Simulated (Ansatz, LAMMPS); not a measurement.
# An extra electron or hole in amorphous Ga2O3 (95 atoms), part 2 of 4

Aim: add and remove one electron in amorphous Ga2O3 (95 atoms), with atoms held and relaxed, and read trapping energy and localisation.

Ansatz 0.2.0; Kohn-Sham DFT, PBE, PAW (set soft_2), plane waves.

The cell: 38 Ga and 57 O. The quench rate of 50 K/ps is many orders above laboratory rates. The network of bonds at the start is that of the classical potential that made the cell. The Brillouin zone is sampled at Γ only, in a cell whose shortest periodic width is 11 Å.

So far. Step 2 (Single point at the start): The r.m.s. force at the start is 0.35 eV/Å. Step 3 (Relaxation): The relaxation converged after 25 steps, 8.28 eV below its start, with a largest force component of 0.028 eV/Å.

## (4) Single point at the relaxed geometry

One more single point at the end of the walk gives the fuller output and checks the residual forces.

input.yaml reads:

```yaml
crystal:
  lattice:
    - [10.83912, 0.0, 0.0]
    - [0.0, 10.83912, 0.0]
    - [0.0, 0.0, 10.83912]
  atoms:
    - { symbol: Ga, position: [0.99628, 0.94896, 0.65971] }
    - { symbol: Ga, position: [0.64089, 0.24102, 0.39161] }
    - { symbol: Ga, position: [0.14475, 0.15985, 0.20486] }
    - { symbol: Ga, position: [0.59242, 0.71987, 0.59844] }
    - { symbol: Ga, position: [0.17244, 0.92845, 0.41634] }
    - { symbol: Ga, position: [0.78766, 0.18607, 0.86851] }
    [... 83 atom lines left out ...]
    - { symbol: O, position: [0.71116, 0.33091, 0.5432] }
    - { symbol: O, position: [0.11662, 0.05051, 0.05159] }
    - { symbol: O, position: [0.87963, 0.82074, 0.6308] }
    - { symbol: O, position: [0.941, 0.7468, 0.88895] }
    - { symbol: O, position: [0.84917, 0.89606, 0.10626] }
    - { symbol: O, position: [0.18936, 0.25812, 0.86567] }
kpoints:
  mp_grid: { grid: [1, 1, 1] }
hamiltonian:
  xc: pbe
scf:
  occupations: { method: fixed }
output:
  forces: true
  stress: true
  populations: intrinsic
  dos:
    method: { smearing: { sigma: 0.08 } }
    de: 0.1
    projected: { site_lists: { Ga: [Ga], O: [O] } }
  eigenvalues: true
  write_density: true
  write_potential: true
  volumetric_format: npy
```

The run is started by

```console
ansatz run input.yaml --threads 4 --pin off --max-ram 8192MiB --backend cpu --events-out ev --progress --plain --runs-dir out
```

Numbers of over 12 decimals in the logs are rounded to 6 here.

Output:

```text
[...]
Crystal: 95 atoms, lattice volume = 1273.451 Å³
Basis set: ecut = 420 eV, 24885 PW (Γ), exchange–correlation on 150×150×150 points (8 copies of the dense FFT grid, shifted against one another)
Bands: 513, of which v1, the nominal top of the filled ones, is band 418 counted from 1 (417 counted from 0)
Symmetry: 1 space group operations
[...]
k-points: 1
[...]
SCF iter   1: F=—  HF=-176116.001783 eV  |F-HF|=—  |Δ(HF+E_count)|=         —  Δρ=2.37e-3  dr2=7.17e-2  ethr=1.77e-3  ⟨swp⟩=5.0  Hψ=1544  notcnv=0  defer=93
[...]
SCF iter   9: F=-176115.995690 eV  HF=-176115.995690 eV  |F-HF|=3.61e-8  |Δ(HF+E_count)|=   9.97e-8  Δρ=2.11e-6  dr2=4.95e-8  ethr=1.20e-11  ⟨swp⟩=18.0  Hψ=4233  notcnv=0
SCF 1 converged in 9 iterations: F = -176115.995690 eV  dr2 = 4.95e-8
[...]
WARN: The output density's exchange-correlation potential varies sharply where the density is thin. Do not read a vacuum level from v_tot or v_xc, or from such a field of the output density. On a cell that repeats whose density bears no net charge and no dipole along the vacuum's axis use v_es (v_loc + v_h of the components); [...]
SCF converged after 9 iterations
Free energy (F): -176115.995690 eV
[...]
Internal energy: -176115.995690 eV  (E = F + TS)
E sigma→0 (E₀):  -176115.995690 eV
Fermi energy:    5.204613 eV
[...]
--- Forces (eV/Å), atoms counted from 1 ---
  atom   1  Ga    -0.00507372    -0.01329955     0.00989944
  atom   2  Ga    -0.01269366     0.00112551     0.00602976
  atom   3  Ga    -0.00096558    -0.00760994    -0.01269390
  atom   4  Ga     0.00285552     0.01376564     0.00415954
  atom   5  Ga     0.00403611    -0.00835048    -0.01020284
  atom   6  Ga    -0.01393125    -0.00414225     0.00051838
  atom   7  Ga    -0.01321200    -0.00371437     0.02139166
  atom   8  Ga    -0.00050825    -0.00029586     0.00804148
  atom   9  Ga    -0.00779600    -0.00188308     0.00409256
  atom  10  Ga    -0.01426583    -0.00859043    -0.01399091
  atom  11  Ga     0.00289073     0.00180569     0.00847107
  atom  12  Ga     0.00242767     0.00253812     0.00218027
  atom  13  Ga     0.00113383     0.00042736     0.00213020
  atom  14  Ga     0.00035042     0.00186374     0.00300570
[...]
atom  94  O     -0.01186066     0.01023243    -0.01766595
  atom  95  O      0.00298539     0.01104497    -0.00177977
  max |Σ_I F_I| component: 1.42e-5 eV/Å
--- Stress (GPa, compression-positive) ---
        0.081082      -0.116801      -2.223192
       -0.116801      -1.858834       1.052489
       -2.223192       1.052489      -3.359768
  P = ⅓ Tr σ = -1.7125 GPa (-17.125 kbar)
--- Band table (eV) ---
[...]
--- intrinsic populations: 95 sites ---
  site symbol       q [e]
     0     Ga     11.9672
     1     Ga     11.9603
     2     Ga     11.9663
[...]
94      O      6.6901
  spilling = 0.000000 (of n_electrons = 836.000000)
```

The job ended after 17 s (4 threads of Intel Xeon Platinum 8488C (Sapphire Rapids), shared host; peak memory 2 GiB).

The program notes that the exchange-correlation potential is rough where the density is thin.

Read from the output:

```
free energy                                      : -176115.9957 eV
free energy per atom                             : -1853.8526 eV/atom
SCF cycles                                       : 9
pressure                                         : -1.713 GPa
r.m.s. force component                           : 0.0075 eV/Å
longest force                                    : 0.02935 eV/Å
Fermi energy                                     : 5.205 eV
gap (highest filled to lowest empty level) : 1.527 eV
```

Intrinsic-atomic-orbital charges by element and coordination:

| element | coordination | atoms | mean charge (e) | spread | least | most |
| --- | --- | --- | --- | --- | --- | --- |
| Ga | all | 38 | 1.04 | 0.0177 | 0.988 | 1.07 |
| Ga | 4 | 18 | 1.04 | 0.0141 | 1.02 | 1.07 |
| Ga | 5 | 18 | 1.04 | 0.0156 | 1.01 | 1.07 |
| Ga | 6 | 2 | 0.995 | 0.0071 | 0.988 | 1.00 |
| O | all | 57 | -0.691 | 0.0136 | -0.743 | -0.650 |
| O | 2 | 1 | -0.743 | 0 | -0.743 | -0.743 |
| O | 3 | 52 | -0.691 | 0.0107 | -0.710 | -0.669 |
| O | 4 | 4 | -0.677 | 0.0178 | -0.699 | -0.650 |

States in the cell by windows of 1 eV, zero at the Fermi level; the larger projections on atomic orbitals stand beside the total:

| from (eV) | to (eV) | total | O p | Ga p | Ga s |
| --- | --- | --- | --- | --- | --- |
| -10 | -8 | 0.0 | 0.0 | 0.0 | 0.0 |
| -8 | -7 | 0.1 | 0.1 | 0.0 | 0.0 |
| -7 | -6 | 27.0 | 16.3 | 1.2 | 8.4 |
| -6 | -5 | 31.2 | 19.3 | 1.9 | 7.8 |
| -5 | -4 | 36.4 | 25.5 | 5.7 | 3.1 |
| -4 | -3 | 50.5 | 38.6 | 8.0 | 1.6 |
| -3 | -2 | 55.0 | 45.9 | 6.3 | 0.7 |
| -2 | -1 | 79.1 | 71.9 | 3.9 | 0.4 |
| -1 | 0 | 61.7 | 59.0 | 0.9 | 0.2 |
| 0 | 1 | 0.8 | 0.8 | 0.0 | 0.0 |
| 1 | 2 | 2.0 | 0.2 | 0.1 | 1.2 |
| 2 | 3 | 0.0 | 0.0 | 0.0 | 0.0 |
| 3 | 4 | 9.6 | 2.5 | 2.0 | 3.3 |
| 4 | 5 | 14.9 | 3.9 | 3.3 | 5.4 |

The curve was stored every 0.100 eV, coarse against its broadening of 0.08 eV, so these counts are rough.

With fixed occupations the program's Fermi level is the highest filled level; weight inside the gap is the broadening of levels at its edges.

Between -19 and -10 eV lie 494 more states.

The levels nearest the highest filled one (over half full), pooled over k-points and spins:

```
level less the highest filled one (eV)  occupation
                                -0.356           2
                                -0.332           2
                                -0.318           2
                                -0.247           2
                                -0.231           2
                                     0           2
                                  1.53           0
                                  3.49           0
                                  3.71           0
                                  3.73           0
                                  3.86           0
                                  3.96           0
```

Valence density in the bc plane at fractional x = 0.207, with atoms of Ga and O within 0.2 Å of it. It is the smooth field of the valence electrons, not physical close to the nuclei.

Ten steps, logarithmic in the rise over the least value, from '0' (0 e/Å³) to '9' (23 e/Å³), each cell a mean:
```
112110011134421221100111000000
124532233322210000011333100000
136642466421100000012566310000
123422466420000000013566410000
011111244210000000001344210000
000000112210000000001233210000
000000012221000001111367520000
000011112222100123432379621000
000121111222210125653235322110
000121100122110124553111223210
000011000011100012321000122210
000000000000000000000000011111
100001111110000000000111112342
100013543210011100111233223774
100025765210123211112466433664
211024664200134321012466421222
542112332000122210001244211124
763222110000011000000011000136
543233211111000000000000001235
221233224442110000000000014543
111111135763111121000000138973
111100125653112454100000137862
111100012332123565210000012321
111100001123323454210000000000
```
Columns run along b (10.8 Å), rows up along c (10.8 Å). Atoms in or near the plane, at fractional coordinates: Ga at (0.91, 0.12), O at (0.01, 0.26), O at (0.31, 0.13), O at (0.22, 0.38), O at (0.76, 0.36), O at (0.75, 0.86), O at (0.26, 0.87).

Electrostatic potential energy in the bc plane at fractional x = 0.207, with atoms of Ga and O within 0.2 Å of it. With pseudopotentials it is smooth inside the atoms' cores, unlike the true potential.

Ten even steps from '_' (-30 eV) to '@' (12 eV), each cell a mean:
```
%%##****##%%@@@@@@##==----++##@@@@@@@@%%%%%%@@@@@@@@@@@@@@@@
##==----==##%%****##**++++**%%@@@@@@@@%%%%##**##@@@@@@@@@@@@
##==----==**==____==%%%%%%%%@@@@@@@@@@@@%%::____##@@@@@@@@%%
%%++====++##==____==@@@@@@@@@@@@@@@@@@@@%%::____**@@@@@@@@@@
@@%%####%%%%%%**++%%%%@@@@@@@@@@@@@@@@@@@@##==++%%@@@@@@@@@@
@@@@@@@@@@@@%%##****##%%@@@@@@@@@@@@@@@@%%##++++++##%%@@@@@@
@@@@@@@@@@@@%%**++++**%%@@@@@@%%%%@@@@%%##==------++%%@@@@@@
@@@@@@@@@@@@%%##**++##%%@@@@%%%%%%##++**##==------++%%@@@@@@
@@@@@@@@@@@@@@%%%%%%%%%%@@@@%%%%##--__..****==--==**%%@@@@@@
@@@@@@@@@@@@@@@@@@@@@@@@@@@@@@@@%%==..--##%%######%%%%@@@@@@
@@@@@@@@@@@@@@@@@@@@@@@@@@@@@@@@@@@@%%%%@@@@@@@@@@@@%%@@@@@@
@@@@@@@@@@@@@@@@@@%%%%%%@@@@@@@@@@@@@@@@@@@@@@@@@@@@%%####%%
##%%@@@@@@@@@@@@%%%%%%%%@@@@@@@@@@%%%%%%%%@@@@@@@@%%++====++
**%%@@@@@@##----##%%%%%%@@@@@@@@@@%%####%%%%****%%##==------
**%%@@@@@@--____--%%@@@@@@%%##%%@@%%####%%==____--##==------
%%@@@@@@@@==__..++@@@@@@@@%%**##@@@@%%%%%%==____--%%##++++**
::==%%@@%%%%##%%@@@@@@@@@@@@%%@@@@@@@@@@@@%%****%%@@%%%%##==
____**##****##%%@@@@@@@@@@@@@@@@@@@@@@@@@@@@@@@@@@@@@@%%**__
..==##++==--++%%@@@@@@@@%%%%%%%%@@@@@@@@@@@@@@@@@@%%####**--
##%%%%**====++##**==++%%%%%%%%%%@@@@@@@@@@@@@@@@%%**==--==**
##@@%%%%****####..____**%%%%%%%%@@@@@@@@@@@@@@@@##==------==
%%@@@@@@@@@@@@%%--__::##%%%%%%++==**@@@@@@@@@@@@%%==------==
%%@@@@@@@@@@@@@@%%####****##**..__::%%@@@@@@@@@@%%##++==++##
@@@@@@@@@@@@@@@@@@##++--==++##==::++@@@@@@@@@@@@@@%%%%%%%%%%
```
Columns run along b (10.8 Å; values clipped at the 3rd and 97th percentile), rows up along c (10.8 Å). Atoms in or near the plane, at fractional coordinates: Ga at (0.91, 0.12), O at (0.01, 0.26), O at (0.31, 0.13), O at (0.22, 0.38), O at (0.76, 0.36), O at (0.75, 0.86), O at (0.26, 0.87).

Filled and empty levels are parted by 1.53 eV (at Γ alone); a semilocal functional tends to put such gaps too low. In a disordered cell it changes from sample to sample, and tail or defect levels can set it. Mean intrinsic-atomic-orbital charges: Ga +1.04, O -0.69 e. The largest share in the top eV of filled states is O p (96 % of the projected weight), and in the lowest eV of empty states Ga s (63 % of the projected weight).

## (5) An extra electron, atoms held

The electron count changes by one with the atoms held: a vertical process, on a uniform background, with spin and a narrow Fermi–Dirac smearing. Its energy against the neutral cell hangs on the program's zero of potential.

input.yaml reads:

```yaml
crystal:
  lattice:
    - [10.83912, 0.0, 0.0]
    - [0.0, 10.83912, 0.0]
    - [0.0, 0.0, 10.83912]
  atoms:
    [... the 95 atom lines of step 4 ...]
total_charge: -1
kpoints:
  mp_grid: { grid: [1, 1, 1] }
hamiltonian:
  xc: pbe
scf:
  occupations: { method: fermi_dirac, width: 0.01 }
  lower_state_search: "off"
output:
  forces: true
  stress: true
  populations: true
  dos:
    method: { smearing: { sigma: 0.1 } }
    de: 0.1
    projected: { site_lists: { Ga: [Ga], O: [O] } }
  eigenvalues: true
  write_density: true
  write_potential: true
  volumetric_format: npy
magnetization:
  spin_polarized: true
  initial_magnetization: 1
```

Output:

```text
[...]
Crystal: 95 atoms, lattice volume = 1273.451 Å³
Basis set: ecut = 420 eV, 24885 PW (Γ), exchange–correlation on 150×150×150 points (8 copies of the dense FFT grid, shifted against one another)
Bands: 514, of which v1, the nominal top of the filled ones, is band 419 counted from 1 (418 counted from 0)
Symmetry: 1 space group operations
[...]
k-points: 1
[...]
Starting moments: Σ|m| = 1 μB on 95 of 95 sites
[...]
SCF iter   1: F=—  HF=-176129.838429 eV  |F-HF|=—  |Δ(HF+E_count)|=         —  Δρ=4.74e-2 (↑4.54e-2 ↓4.74e-2)  dr2=6.03e1  dr2_m=1.59e-2  M=1.000 μB ∫|m|=1.061 μB  β_m=1.00  ethr=3.10e-3  ⟨swp⟩=6.0  Hψ=3454  notcnv=0  defer=132
[...]
spin=Collinear: Resta preconditioning applied to the charge; magnetization (m = ρ↑ − ρ↓) channel mixes plain (no charge-response kernel on spin).
SCF iter   2: F=—  HF=-176117.428338 eV  |F-HF|=—  |Δ(HF+E_count)|=         —  Δρ=2.99e-2 (↑2.99e-2 ↓2.98e-2)  dr2=2.46e1  dr2_m=1.20e-3  M=0.584 μB ∫|m|=0.675 μB  β_m=0.30  ethr=3.10e-3  ⟨swp⟩=3.0  Hψ=1998  notcnv=0  defer=180
[...]
SCF iter   9: F=—  HF=-176109.279543 eV  |F-HF|=—  |Δ(HF+E_count)|=   6.90e-3  Δρ=1.50e-4 (↑1.25e-4 ↓1.50e-4)  dr2=9.62e-4  dr2_m=9.28e-5  M=0.415 μB ∫|m|=0.483 μB  β_m=0.30  ethr=4.41e-7  ⟨swp⟩=2.5  Hψ=1583  notcnv=0  defer=180
[...]
spin-set hold released at iteration 9 (site moments contracting): the magnetisation degrees of freedom join the quasi-Newton model from the next iteration; the mixer history was flushed
SCF iter  10: F=—  HF=-176109.279939 eV  |F-HF|=—  |Δ(HF+E_count)|=   3.96e-4  Δρ=1.25e-4 (↑9.62e-5 ↓1.25e-4)  dr2=6.70e-4  dr2_m=7.03e-5  M=0.398 μB ∫|m|=0.464 μB  β_m=0.65  ethr=1.15e-7  ⟨swp⟩=2.0  Hψ=850  notcnv=0  defer=180
SCF iter  11: F=—  HF=-176109.280773 eV  |F-HF|=—  |Δ(HF+E_count)|=   8.33e-4  Δρ=6.65e-5 (↑6.65e-5 ↓4.87e-5)  dr2=1.60e-4  dr2_m=2.13e-5  M=0.324 μB ∫|m|=0.378 μB  β_m=0.62  ethr=8.01e-8  ⟨swp⟩=3.0  Hψ=1204  notcnv=0  defer=180
[...]
SCF iter  19: F=-176109.278964 eV  HF=-176109.278964 eV  |F-HF|=2.98e-8  |Δ(HF+E_count)|=   1.01e-7  Δρ=1.12e-6 (↑1.01e-6 ↓1.12e-6)  dr2=6.10e-8  dr2_m=2.09e-9  M=0.004 μB ∫|m|=0.004 μB  β_m=0.85  ethr=1.19e-11  ⟨swp⟩=15.5  Hψ=8458  notcnv=0
SCF iter  20: F=-176109.278964 eV  HF=-176109.278964 eV  |F-HF|=2.18e-8  |Δ(HF+E_count)|=   1.97e-8  Δρ=7.25e-7 (↑7.12e-7 ↓7.25e-7)  dr2=2.59e-8  dr2_m=3.88e-11  M=0.001 μB ∫|m|=0.001 μB  ethr=7.29e-12  ⟨swp⟩=7.0  Hψ=6462  notcnv=0
WARN: the starting moments were not kept: the SCF closed with an absolute magnetisation of 7.3e-4 μB, where they sum to 1 μB in size (95 sites). That is at most 0.1 of that sum. Measured as dr2_m measures the in/out step, that magnetisation stands 3.6e-9 eV from none, [...]
SCF 1 converged in 20 iterations: F = -176109.278964 eV  dr2 = 2.59e-8
[...]
WARN: The input density's exchange-correlation potential varies sharply where the density is thin. Do not read a vacuum level from v_tot or v_xc, or from such a field of the output density. On a cell that repeats whose density bears no net charge and no dipole along the vacuum's axis use v_es (v_loc + v_h of the components); [...]
SCF converged after 20 iterations
Magnetization: 0.0006 μB (418.5003 up, 418.4997 down)
Absolute magnetization: 0.0007 μB (∫|ρ↑−ρ↓|, with the PAW one-centre terms)
[...]
Per-site moments (μB) at R_I (Å): [(1.626193492085798e-6, 0.753166), (2.8822822672419385e-6, 0.802018), (3.5576721505381127e-6, 0.782899), (2.2320149437647954e-6, 0.792623), (3.548503721387324e-6, 0.802100), [...]
Free energy (F): -176109.278964 eV
[...]
Internal energy: -176109.265101 eV  (E = F + TS)
E sigma→0 (E₀):  -176109.272033 eV
Entropy (-TS):   -0.013863 eV (-0.146 meV/atom)
Fermi energy:    6.729147 eV
[...]
Σ components = -176109.278964   (vs F -176109.278964, Δ=0.00e0)
--- Forces (eV/Å), atoms counted from 1 ---
  atom   1  Ga    -0.00835949    -0.02426375     0.02836632
  atom   2  Ga     0.02624771     0.01659945     0.02335800
  atom   3  Ga     0.00558775    -0.01462393     0.01778424
  atom   4  Ga    -0.01627031     0.02853568     0.04878873
[...]
atom  95  O     -0.00337122     0.02392417     0.00691260
  max |Σ_I F_I| component: 2.31e-5 eV/Å
--- Stress (GPa, compression-positive) ---
        0.524892      -0.087238      -2.180450
       -0.087238      -1.368354       0.980172
       -2.180450       0.980172      -2.773646
  P = ⅓ Tr σ = -1.2057 GPa (-12.057 kbar)
--- Band table (eV) ---
[...]
--- Löwdin populations: 95 sites ---
  site symbol       q [e]    m [muB]
     0     Ga     11.9734     0.0000
     1     Ga     11.9705     0.0000
     2     Ga     11.9790     0.0000
[...]
94      O      6.6518     0.0000
  spilling = 0.003411 (of n_electrons = 837.000000)
```

The job ended after 56 s (4 threads; peak memory 3.4 GiB; 3.6 min of CPU time).

The program notes that starting moments were not kept.

An extra electron, atoms held: the energy stands 6.72 eV above that of the reference. An odd electron should give 1 μB; this run ended with the carrier shared between both spins.

The levels nearest the highest filled one (over half full), pooled over k-points and spins:

```
level less the highest filled one (eV)  occupation
                                 -1.53           1
                                 -1.53           1
                                     0         0.5
                                     0         0.5
                                  1.97           0
                                  1.97           0
                                  2.19           0
                                  2.19           0
```

(Part 2 of 4 ends here.)

[Logs are printed without paths, hosts, clocks, repeated set-up lines and the standing remarks that a program may print on its own settings, such as how far it seeks lower states.]

[Hosts, paths, dates, database ids (printed as entryN), source tags and the programs' standing remarks are cut or masked in the printed files.]
